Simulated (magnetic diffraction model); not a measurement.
# TbTiGa: the ordered moment from one line

Space group Pnma (no. 62), a = 6.8460 Å, b = 4.3890 Å, c = 7.5830 Å.

| site | atom | x | y | z |
| --- | --- | --- | --- | --- |
| 4c | Tb | 0.0215 | 3/4 | 0.3026 |
| 4c | Ga | 0.6733 | 3/4 | 0.5882 |
| 4c | Ti | 0.7816 | 3/4 | 0.8946 |

This is a made-up structure (elements placed in a structure type, unrelaxed), so the numbers test the method and describe no known phase.

Only Tb is taken to order (form factors of Tb3+); orders and moment sizes are assumed, and not adapted to the symmetry. Radiation: neutrons of λ = 2.567 Å, 3° to 70°; isotropic B of 0.1 Å² (Tb), 0.18 Å² (Ga) and 0.18 Å² (Ti). Simulated constant-wavelength pattern: nuclear and magnetic terms add, the magnetic one as |2.695 fm × Σ f S⊥ exp(2πi Q·r) exp(−B s²)|², summed over all Q at one angle with the factor 1/(sin²θ cos θ). For collinear order S is the moment m, which repeats by lattice and centring translations R with the sign exp(−2πi k·R). Free-ion form factors, Sears's scattering lengths of 1992, no absorption; a label names one of the reflections at its angle. The strongest nuclear line in the range is 100, and lines under 0.2 are left out.

In a first state the assumed order is k = (0 0 0), collinear moments along [101], 8.7 μB on Tb; signs + at (0.0215, 3/4, 0.3026), − at (0.4785, 1/4, 0.8026), + at (0.5215, 3/4, 0.1974), − at (0.9785, 1/4, 0.6974), with this pattern:

```
2θ (°)    index  nuclear  magnetic
 19.49  (0 0 1)      0.0     423.3
 29.26  (1 0 1)      0.0       0.9
 34.01  (0 1 0)      0.0     332.5
 39.50  (0 1 1)     29.1       0.0
 39.57  (0 0 2)      6.1       0.0
 44.04  (2 0 0)     16.3       7.5
 45.46  (1 1 1)    100.0      58.4
 45.53  (1 0 2)     76.0      62.4
 48.59  (2 0 1)      3.2     137.5
 53.15  (0 1 2)      0.0     108.8
 56.79  (2 1 0)     48.6     147.8
 58.03  (1 1 2)     51.3       1.9
 60.63  (2 1 1)     49.6      16.8
 60.69  (2 0 2)     22.9       4.3
 61.03  (0 0 3)      0.0      12.7
 65.54  (1 0 3)     16.9       0.9
```

**Question.** Nearer the ordering temperature the line at 19.49° has total intensity 305.4 on the same scale, and all moments have shrunk alike. How large is the Tb moment?

The nuclear part, 0.0, stays, so the magnetic part is 305.4 against 423.3. It goes as m², so m = 8.7 × √(305.4/423.3) = 7.39 μB; the value used was 7.39 μB.

[Logs are printed without paths, hosts, clocks, repeated set-up lines and the standing remarks that a program may print on its own settings, such as how far it seeks lower states.]
